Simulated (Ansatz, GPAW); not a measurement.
**How BaCoS3 (model structure) absorbs and reflects light**

Aim: the dielectric function of BaCoS3 (model structure), and the optical constants that follow from it. The cell was made here by substitution or stacking, whether or not such a phase is known. It was built so: All O replaced by S and Sr replaced by Ba in the Pm-3m structure of SrCoO3. The cell is first relaxed with Ansatz.

Main program and level: GPAW 26.7.0; DFT, RPBE, plane-wave PAW (GPAW data sets), scalar-relativistic, RPA, optical limit.

## 1. Starting point

Symmetry: Pm-3m, No. 221, cubic system. The conventional cell has a = 4.739 Å, b = 4.739 Å, c = 4.739 Å, α = 90.00°, β = 90.00°, γ = 90.00°. Nearest to Ba lie 12 S at 3.35 Å. Nearest to Co lie 6 S at 2.37 Å. Nearest to S lie 2 Co at 2.37 Å and 4 Ba at 3.35 Å. All O replaced by S and Sr replaced by Ba in the Pm-3m structure of SrCoO3. Farther neighbours and most contacts between anions are not listed.

## 2. Relaxation

The structure was built or cut out here, so it is relaxed before any spectrum is computed.

This step: DFT, RPBE, plane-wave PAW, default files, scalar-relativistic, relaxation (Ansatz 0.2.0).

input.yaml reads:

```yaml
crystal:
  lattice:
    - [4.7385404, 0.0, 0.0]
    - [0.0, 4.7385404, 0.0]
    - [0.0, 0.0, 4.7385404]
  atoms:
    - { symbol: Ba, position: [0.0, 0.0, 0.0] }
    - { symbol: Co, position: [0.5, 0.5, 0.5], spin: 2.0 }
    - { symbol: S, position: [0.5, 0.0, 0.5] }
    - { symbol: S, position: [0.0, 0.5, 0.5] }
    - { symbol: S, position: [0.5, 0.5, 0.0] }
magnetization:
  spin_polarized: true
kpoints:
  mp_grid: { grid: [5, 5, 5] }
scf:
  occupations: { method: fermi_dirac, width: 0.05 }
hamiltonian:
  xc: rpbe
output:
  forces: true
  stress: true
relax:
  f_tol: 0.02
  max_steps: 50
  cell: {}
```

On the command line:

```console
$ ansatz run input.yaml --threads 1 --pin off --max-ram 4096MiB --backend cpu --events-out ev --progress --plain --runs-dir out
```

Numbers of over 12 decimals in the logs are rounded to 6 here.

The log of the run:

```text
Engine: ansatz 0.2.0, aarch64-unknown-linux-gnu
Pseudopotentials: kind: paw
Pseudopotential: Ba, paw, valence charge 10, recommended cutoff 420 eV (normal), Ba.paw.azcp
Pseudopotential: Co, paw, valence charge 17, recommended cutoff 420 eV (normal), Co.paw.azcp
Pseudopotential: S, paw, valence charge 6, recommended cutoff 420 eV (normal), S.paw.azcp
Functional definition: RPBE
  parameter kappa = 0.804
  parameter beta = 0.066725
  exchange = rpbe_x(kappa = kappa, mu = beta*pi^2/3)
  correlation = pbe_c(beta = beta)
Crystal: 5 atoms, lattice volume = 106.398 Å³
Basis set: ecut = 420 eV, 2103 PW (Γ), exchange–correlation on 64×64×64 points (8 copies of the dense FFT grid, shifted against one another)
Bands: 29, of which v1, the nominal top of the filled ones, is band 23 counted from 1 (22 counted from 0)
Symmetry: 48 space group operations
Space group: Pm-3m (ITA 221), of the structure as read, at distance tolerance 4.7e-5 Å
Magnetic group: BNS 221.92 (UNI 1594), of the structure as read, at distance tolerance 4.7e-5 Å
k-points: 10 of 125
Non-local potential: Ba, projectors of the file, l = 0: 3, l = 1: 2, l = 2: 2, l = 3: 2
Non-local potential: Co, projectors of the file, l = 0: 3, l = 1: 2, l = 2: 3, l = 3: 1
Non-local potential: S, projectors of the file, l = 0: 2, l = 1: 2, l = 2: 2
PAW form: soft (Blöchl's): semilocal exchange-correlation on the pseudo side does not see the compensation charge
PAW frozen core: Ba, regenerated for the run's functional, and the local potential with it (the file was generated under x = pbe(κ = 0.804, μ = 0.219515), c = pbe(β = 0.066725))
PAW frozen core: Co, regenerated for the run's functional, and the local potential with it (the file was generated under x = pbe(κ = 0.804, μ = 0.219515), c = pbe(β = 0.066725))
PAW frozen core: S, regenerated for the run's functional, and the local potential with it (the file was generated under x = pbe(κ = 0.804, μ = 0.219515), c = pbe(β = 0.066725))
PAW one-centre angular grid: Ba, 194 points (default); XC on 64 Gauss nodes
PAW one-centre angular grid: Co, 590 points (default); XC on 64 Gauss nodes
PAW one-centre angular grid: S, 110 points (default); XC on 64 Gauss nodes
Initial density: superposition of atomic densities (chi_scale 0.1, normalization cell, long waves kept (reshape's long-wave potential 0.00 eV rms))
Starting moments: Σ|m| = 2 μB on 1 of 5 sites
Initial wavefunctions: pseudopotential atomic-orbital guess
Functional: x = rpbe, c = pbe(β = 0.066725)
SCF iter   1: F=—  HF=-13811.760556 eV  |F-HF|=—  |Δ(HF+E_count)|=         —  Δρ=4.43e-2 (↑2.61e-2 ↓4.43e-2)  dr2=6.97e0  dr2_m=1.63e-1  M=2.216 μB ∫|m|=2.407 μB  β_m=0.30  ethr=3.10e-3  ⟨swp⟩=10.2  Hψ=3367  notcnv=0
Mixer restart at iter 1: flushing history
preconditioner: auto → Kerker (q_TF=auto, 2.364 Å⁻¹)  [metal: Δε(μ)=0.019 eV  Ē_g=8.829 eV  σ=0.050 eV  W_gap=0.09  n_scr=26 (ndim 8)  ℏωp=21.3 eV  f_vac=0.000  D(μ)=5.61/eV (n_scr^D=56)]
spin=Collinear: Kerker preconditioning applied to the charge; magnetization (m = ρ↑ − ρ↓) channel mixes plain (no charge-response kernel on spin).
SCF iter   2: F=—  HF=-13810.486321 eV  |F-HF|=—  |Δ(HF+E_count)|=    1.27e0  Δρ=1.69e-2 (↑1.69e-2 ↓1.26e-2)  dr2=2.05e0  dr2_m=5.72e-2  M=2.171 μB ∫|m|=2.355 μB  β_m=0.35  ethr=3.10e-3  ⟨swp⟩=3.0  Hψ=1138  notcnv=0  defer=8
SCF iter   3: F=—  HF=-13810.306702 eV  |F-HF|=—  |Δ(HF+E_count)|=   1.80e-1  Δρ=1.01e-2 (↑1.01e-2 ↓8.33e-3)  dr2=9.93e-1  dr2_m=1.09e-2  M=2.178 μB ∫|m|=2.358 μB  β_m=0.53  ethr=3.10e-3  ⟨swp⟩=3.2  Hψ=877  notcnv=0  defer=8
SCF iter   4: F=—  HF=-13810.306256 eV  |F-HF|=—  |Δ(HF+E_count)|=   4.46e-4  Δρ=1.68e-2 (↑3.39e-3 ↓1.68e-2)  dr2=3.74e-1  dr2_m=5.85e-2  M=2.253 μB ∫|m|=2.380 μB  β_m=0.42  ethr=2.21e-3  ⟨swp⟩=4.3  Hψ=1172  notcnv=0  defer=8
SCF iter   5: F=—  HF=-13810.406424 eV  |F-HF|=—  |Δ(HF+E_count)|=   1.00e-1  Δρ=8.91e-3 (↑8.91e-3 ↓4.30e-3)  dr2=5.23e-2  dr2_m=3.71e-2  M=2.236 μB ∫|m|=2.369 μB  β_m=0.71  ethr=8.31e-4  ⟨swp⟩=2.7  Hψ=1119  notcnv=0  defer=8
SCF iter   6: F=—  HF=-13810.438292 eV  |F-HF|=—  |Δ(HF+E_count)|=         —  Δρ=9.92e-3 (↑9.92e-3 ↓3.06e-3)  dr2=3.36e-2  dr2_m=4.04e-2  M=2.172 μB ∫|m|=2.269 μB  β_m=0.71  ethr=1.16e-4  ⟨swp⟩=3.2  Hψ=1264  notcnv=0  defer=8
Mixer restart at iter 6: flushing history
SCF iter   7: F=—  HF=-13810.441013 eV  |F-HF|=—  |Δ(HF+E_count)|=   2.72e-3  Δρ=8.06e-3 (↑1.16e-3 ↓8.06e-3)  dr2=3.93e-2  dr2_m=1.62e-2  M=2.164 μB ∫|m|=2.246 μB  β_m=0.76  ethr=7.46e-5  ⟨swp⟩=2.8  Hψ=1255  notcnv=0  defer=8
SCF iter   8: F=—  HF=-13810.442320 eV  |F-HF|=—  |Δ(HF+E_count)|=   1.31e-3  Δρ=5.56e-3 (↑5.56e-3 ↓3.99e-3)  dr2=5.58e-2  dr2_m=7.25e-4  M=2.171 μB ∫|m|=2.253 μB  β_m=0.63  ethr=7.46e-5  ⟨swp⟩=2.9  Hψ=1305  notcnv=0  defer=7
SCF iter   9: F=—  HF=-13810.435449 eV  |F-HF|=—  |Δ(HF+E_count)|=   6.87e-3  Δρ=6.84e-4 (↑1.18e-4 ↓6.84e-4)  dr2=5.75e-4  dr2_m=9.73e-5  M=2.167 μB ∫|m|=2.241 μB  β_m=0.81  ethr=7.46e-5  ⟨swp⟩=2.0  Hψ=1215  notcnv=0  defer=7
SCF iter  10: F=—  HF=-13810.435430 eV  |F-HF|=—  |Δ(HF+E_count)|=   1.88e-5  Δρ=1.11e-4 (↑1.11e-4 ↓8.76e-5)  dr2=2.49e-5  dr2_m=5.07e-7  M=2.167 μB ∫|m|=2.240 μB  β_m=0.85  ethr=1.28e-6  ⟨swp⟩=2.8  Hψ=1080  notcnv=0  defer=7
SCF iter  11: F=—  HF=-13810.435512 eV  |F-HF|=—  |Δ(HF+E_count)|=   8.15e-5  Δρ=7.90e-5 (↑2.95e-5 ↓7.90e-5)  dr2=8.22e-6  dr2_m=9.72e-7  M=2.167 μB ∫|m|=2.240 μB  β_m=0.92  ethr=5.54e-8  ⟨swp⟩=2.3  Hψ=1014  notcnv=0  defer=7
SCF iter  12: F=—  HF=-13810.435516 eV  |F-HF|=—  |Δ(HF+E_count)|=   4.49e-6  Δρ=2.18e-5 (↑9.05e-6 ↓2.18e-5)  dr2=1.09e-6  dr2_m=1.06e-7  M=2.167 μB ∫|m|=2.241 μB  β_m=0.96  ethr=1.83e-8  ⟨swp⟩=2.0  Hψ=1023  notcnv=0  defer=7
SCF iter  13: F=—  HF=-13810.435516 eV  |F-HF|=—  |Δ(HF+E_count)|=   2.28e-7  Δρ=1.53e-5 (↑5.77e-6 ↓1.53e-5)  dr2=4.16e-7  dr2_m=2.54e-8  M=2.167 μB ∫|m|=2.240 μB  β_m=0.98  ethr=2.42e-9  ⟨swp⟩=2.3  Hψ=1079  notcnv=0  defer=7
SCF iter  14: F=—  HF=-13810.435516 eV  |F-HF|=—  |Δ(HF+E_count)|=   5.08e-8  Δρ=1.67e-6 (↑1.49e-6 ↓1.67e-6)  dr2=3.17e-9  dr2_m=1.92e-9  M=2.167 μB ∫|m|=2.240 μB  β_m=0.99  ethr=9.25e-10  ⟨swp⟩=2.1  Hψ=822  notcnv=0  defer=7
SCF iter  15: F=-13810.435516 eV  HF=-13810.435516 eV  |F-HF|=1.02e-8  |Δ(HF+E_count)|=   3.39e-9  Δρ=2.72e-6 (↑8.24e-7 ↓2.72e-6)  dr2=1.18e-8  dr2_m=9.12e-10  M=2.167 μB ∫|m|=2.240 μB  ethr=7.05e-12  ⟨swp⟩=2.7  Hψ=1770  notcnv=0
SCF 1 converged in 15 iterations: F = -13810.435516 eV  dr2 = 1.18e-8
  greatest PAW one-centre occupation: 1.001 electrons in one spin orbital (limit 2), on the Co atom at site 1 (counted from 0), in its partial waves of l = 1
[...]
SCF iter   1: F=—  HF=-13810.435556 eV  |F-HF|=—  |Δ(HF+E_count)|=         —  Δρ=5.96e-5 (↑5.96e-5 ↓3.78e-5)  dr2=9.03e-6  dr2_m=2.59e-7  M=2.167 μB ∫|m|=2.240 μB  β_m=0.65  ethr=1.67e-8  ⟨swp⟩=2.7  Hψ=3058  notcnv=0
preconditioner: auto → Kerker (q_TF=auto, 2.019 Å⁻¹)  [metal: Δε(μ)=0.046 eV  Ē_g=9.090 eV  σ=0.050 eV  W_gap=0.23  n_scr=18 (ndim 8)  ℏωp=21.3 eV  f_vac=0.000  D(μ)=6.77/eV (n_scr^D=80)]
spin=Collinear: Kerker preconditioning applied to the charge; magnetization (m = ρ↑ − ρ↓) channel mixes plain (no charge-response kernel on spin).
SCF iter   2: F=—  HF=-13810.435554 eV  |F-HF|=—  |Δ(HF+E_count)|=   2.16e-6  Δρ=4.05e-5 (↑3.88e-5 ↓4.05e-5)  dr2=3.21e-6  dr2_m=3.26e-8  M=2.167 μB ∫|m|=2.240 μB  β_m=0.36  ethr=1.67e-8  ⟨swp⟩=2.0  Hψ=1041  notcnv=0
SCF iter   3: F=—  HF=-13810.435554 eV  |F-HF|=—  |Δ(HF+E_count)|=   4.20e-7  Δρ=1.60e-5 (↑1.36e-5 ↓1.60e-5)  dr2=7.06e-7  dr2_m=1.43e-7  M=2.167 μB ∫|m|=2.240 μB  β_m=0.67  ethr=7.13e-9  ⟨swp⟩=2.0  Hψ=1030  notcnv=0
SCF iter   4: F=—  HF=-13810.435555 eV  |F-HF|=—  |Δ(HF+E_count)|=   1.15e-6  Δρ=2.51e-5 (↑6.61e-6 ↓2.51e-5)  dr2=3.78e-7  dr2_m=2.31e-7  M=2.167 μB ∫|m|=2.240 μB  β_m=0.83  ethr=1.57e-9  ⟨swp⟩=2.1  Hψ=996  notcnv=0
SCF iter   5: F=—  HF=-13810.435556 eV  |F-HF|=—  |Δ(HF+E_count)|=   8.31e-7  Δρ=1.63e-5 (↑1.63e-5 ↓1.19e-5)  dr2=3.66e-7  dr2_m=5.10e-9  M=2.167 μB ∫|m|=2.240 μB  β_m=0.92  ethr=8.40e-10  ⟨swp⟩=2.6  Hψ=1172  notcnv=0
SCF iter   6: F=—  HF=-13810.435556 eV  |F-HF|=—  |Δ(HF+E_count)|=   8.58e-8  Δρ=5.37e-6 (↑5.37e-6 ↓2.01e-6)  dr2=1.37e-8  dr2_m=9.89e-9  M=2.167 μB ∫|m|=2.240 μB  β_m=0.90  ethr=8.13e-10  ⟨swp⟩=2.0  Hψ=893  notcnv=0
SCF iter   7: F=—  HF=-13810.435556 eV  |F-HF|=—  |Δ(HF+E_count)|=   1.03e-8  Δρ=1.62e-6 (↑1.23e-6 ↓1.62e-6)  dr2=2.50e-9  dr2_m=1.82e-9  M=2.167 μB ∫|m|=2.240 μB  β_m=0.95  ethr=3.04e-11  ⟨swp⟩=2.2  Hψ=1030  notcnv=0
SCF iter   8: F=-13810.435556 eV  HF=-13810.435556 eV  |F-HF|=6.08e-9  |Δ(HF+E_count)|=  3.29e-10  Δρ=2.28e-6 (↑2.08e-7 ↓2.28e-6)  dr2=7.07e-9  dr2_m=1.09e-9  M=2.167 μB ∫|m|=2.240 μB  ethr=5.56e-12  ⟨swp⟩=3.2  Hψ=1924  notcnv=0
SCF 2 converged in 8 iterations: F = -13810.435556 eV  dr2 = 7.07e-9
relax step   2: F+E_penalty+E_count = -13810.43555614 eV  Δ(F+E_penalty+E_count) = -3.974e-5 eV  max|allowed force component| = 4.365e-29 eV/Å  Δτ_max = 0.0000 Å  P = -0.021 GPa  Ω = 106.305 Å³  energy of the carried Pulay correction = +1.199e-5 eV  (8 SCF iters, dr2 threshold 1.38e-8 eV, accepted)
Initial wavefunctions: pseudopotential atomic-orbital guess (no wavefunctions were taken with the density)
iter 1 solved again at ethr=1.41e-7 eV; its pass at ethr=3.10e-3 eV (dr2=6.34e-5 eV) is discarded
SCF iter   1: F=—  HF=-13810.435549 eV  |F-HF|=—  |Δ(HF+E_count)|=         —  Δρ=3.97e-7 (↑3.97e-7 ↓3.64e-7)  dr2=1.38e-10  dr2_m=1.16e-10  M=2.167 μB ∫|m|=2.240 μB  β_m=0.65  ethr=1.41e-7  ⟨swp⟩=3.3  Hψ=4857  notcnv=0
eigensolver tolerance schedule: the retry pair's looser diagonalisation over-reported the residual by 459786.39 of it (diagonalisation noise at an unbounded share of the residual, at the tolerance the schedule requests for it); recorded, not acted on — ethr = c·dr2/N_el stays at c = 1.0e-1
preconditioner: auto → Kerker (q_TF=auto, 2.019 Å⁻¹)  [metal: Δε(μ)=0.046 eV  Ē_g=9.091 eV  σ=0.050 eV  W_gap=0.23  n_scr=18 (ndim 8)  ℏωp=21.3 eV  f_vac=0.000  D(μ)=6.76/eV (n_scr^D=80)]
spin=Collinear: Kerker preconditioning applied to the charge; magnetization (m = ρ↑ − ρ↓) channel mixes plain (no charge-response kernel on spin).
SCF iter   2: F=—  HF=-13810.435556 eV  |F-HF|=—  |Δ(HF+E_count)|=   6.99e-6  Δρ=1.87e-7 (↑8.50e-8 ↓1.87e-7)  dr2=5.62e-11  dr2_m=1.38e-11  M=2.167 μB ∫|m|=2.240 μB  β_m=0.63  ethr=1.00e-12  ⟨swp⟩=4.2  Hψ=1741  notcnv=0
SCF iter   3: F=—  HF=-13810.435556 eV  |F-HF|=—  |Δ(HF+E_count)|=  9.09e-12  Δρ=9.64e-8 (↑9.64e-8 ↓9.27e-8)  dr2=1.75e-11  dr2_m=7.48e-12  M=2.167 μB ∫|m|=2.240 μB  β_m=0.77  ethr=1.00e-12  ⟨swp⟩=1.1  Hψ=615  notcnv=0
SCF iter   4: F=—  HF=-13810.435556 eV  |F-HF|=—  |Δ(HF+E_count)|=  1.82e-12  Δρ=3.08e-8 (↑3.08e-8 ↓1.90e-8)  dr2=1.30e-12  dr2_m=9.27e-14  M=2.167 μB ∫|m|=2.240 μB  β_m=0.89  ethr=1.00e-12  ⟨swp⟩=1.1  Hψ=581  notcnv=0
SCF iter   5: F=—  HF=-13810.435556 eV  |F-HF|=—  |Δ(HF+E_count)|=  3.64e-12  Δρ=3.69e-8 (↑3.69e-8 ↓3.46e-8)  dr2=2.76e-12  dr2_m=2.26e-15  M=2.167 μB ∫|m|=2.240 μB  β_m=0.71  ethr=1.00e-12  ⟨swp⟩=1.2  Hψ=584  notcnv=0
SCF iter   6: F=-13810.435556 eV  HF=-13810.435556 eV  |F-HF|=3.64e-12  |Δ(HF+E_count)|=  5.46e-12  Δρ=2.52e-8 (↑6.41e-9 ↓2.52e-8)  dr2=7.09e-13  dr2_m=2.06e-13  M=2.167 μB ∫|m|=2.240 μB  ethr=1.00e-12  ⟨swp⟩=4.1  Hψ=1770  notcnv=0
SCF 3 converged in 6 iterations: F = -13810.435556 eV  dr2 = 7.09e-13
relax step   3: F+E_penalty+E_count = -13810.43555615 eV  Δ(F+E_penalty+E_count) = -5.803e-9 eV  max|allowed force component| = 3.355e-29 eV/Å  Δτ_max = 0.0000 Å  P = -0.021 GPa  Ω = 106.305 Å³  stress off target by 2.12e-2 GPa  SCF on the basis re-selected at this cell (its energy is not comparable with the rows above)  (6 SCF iters)
basis re-selected at this cell: Δ(F+E_penalty+E_count) = -5.803e-9 eV, ΔP = -0.000 GPa vs the last step (what re-selecting the basis moved, of the pressure what is left beyond the Pulay correction that the steps carried, after the strain that the cell walked since its last selection, with what the two solves' SCF thresholds leave and, on support functions, any second-order correction that the steps lacked; it is no m [...]
SCF converged after 6 iterations
Magnetization: 2.1672 μB (23.5836 up, 21.4164 down)
Absolute magnetization: 2.2389 μB (∫|ρ↑−ρ↓|, with the PAW one-centre terms)
Spin contamination: 0.0277 ħ² per cell (⟨S²⟩ above its minimum at these occupations)
Per-site moments (μB) at R_I (Å): [(0.018562, 1.381740), (1.283700, 0.977038), (0.187995, 0.977038), (0.187995, 0.977038), (0.187995, 0.977038)]
Free energy (F): -13810.435556 eV
Harris-Foulkes:  -13810.435556 eV  (|F-HF|=3.64e-12)
Internal energy: -13810.380447 eV  (E = F + TS)
E sigma→0 (E₀):  -13810.408002 eV
Entropy (-TS):   -0.055109 eV (-11.022 meV/atom)
Fermi energy:    8.480236 eV
--- Per-component energies (eV) ---
  E_band       = -410.697209
  E_kinetic    = 936.087498
  E_local      = -5200.713802  (includes V_loc(G=0)·N_el)
  E_nonlocal   = 598.010138
  E_hartree    = 2196.933852
  E_xc         = -617.761082
  E_vxc        = -600.387201  (∫ρ·V_xc dr)
  E_paw        = -8565.918731  (= ΣΔE_a)
  E_vpaw       = -537.561669  (= ΣTr[D̂ρ^β])
  E_aug_tail   = 0.000060  (compensation charges beyond the density's cutoff)
  E_ewald      = -3156.812408
  E_core_change = -0.205972  (= ΣΔE_core)
  E_smearing   = -0.055109  (= −TS)
  E_closure    = 0.000000  (closes the sum)
  Σ components = -13810.435556   (vs F -13810.435556, Δ=0.00e0)
--- Forces (eV/Å), atoms counted from 1 ---
  atom   1  Ba    -0.00000000    -0.00000000     0.00000000
  atom   2  Co     0.00000000     0.00000000     0.00000000
  atom   3  S     -0.00000000     0.00000000     0.00000000
  atom   4  S      0.00000000     0.00000000    -0.00000000
  atom   5  S     -0.00000000    -0.00000000     0.00000000
  max |Σ_I F_I| component: 4.26e-29 eV/Å
--- Stress (GPa, compression-positive) ---
       -0.021211       0.000000      -0.000000
        0.000000      -0.021211       0.000000
       -0.000000       0.000000      -0.021211
  P = ⅓ Tr σ = -0.0212 GPa (-0.212 kbar)
--- Relaxed structure (2 steps of the walk, 2 accepted, 1 SCFs on fresh bases) ---
  F+E_penalty+E_count = -13810.43555615 eV   max|allowed force component| = 3.355e-29 eV/Å   (the final SCF, on the basis selected at the relaxed cell)
  cell:  # Å, volume = 106.3047 Å³
    - [4.737154, 0, 0]
    - [0, 4.737154, 0]
    - [0, 0, 4.737154]
  atoms:
    - { symbol: Ba, position: [0, 0, 0] }
    - { symbol: Co, position: [0.5, 0.5, 0.5] }
    - { symbol: S, position: [0.5, 0, 0.5] }
    - { symbol: S, position: [0, 0.5, 0.5] }
    - { symbol: S, position: [0.5, 0.5, 0] }
```

Run time: 18 s. Hardware: 1 thread of Arm Neoverse V1, shared host; peak memory 0.4 GiB.

Little changed from the start: no atom moved by 0.005 Å and no cell edge by 0.1 %.

(Part 1 of 3 ends here.)

[Machine, clock and banner lines and Python warnings are left out of the logs.]

[Logs are printed without paths, hosts, clocks, repeated set-up lines and the standing remarks that a program may print on its own settings, such as how far it seeks lower states.]

[Hosts, paths, dates, database ids (printed as entryN), source tags and the programs' standing remarks are cut or masked in the printed files.]
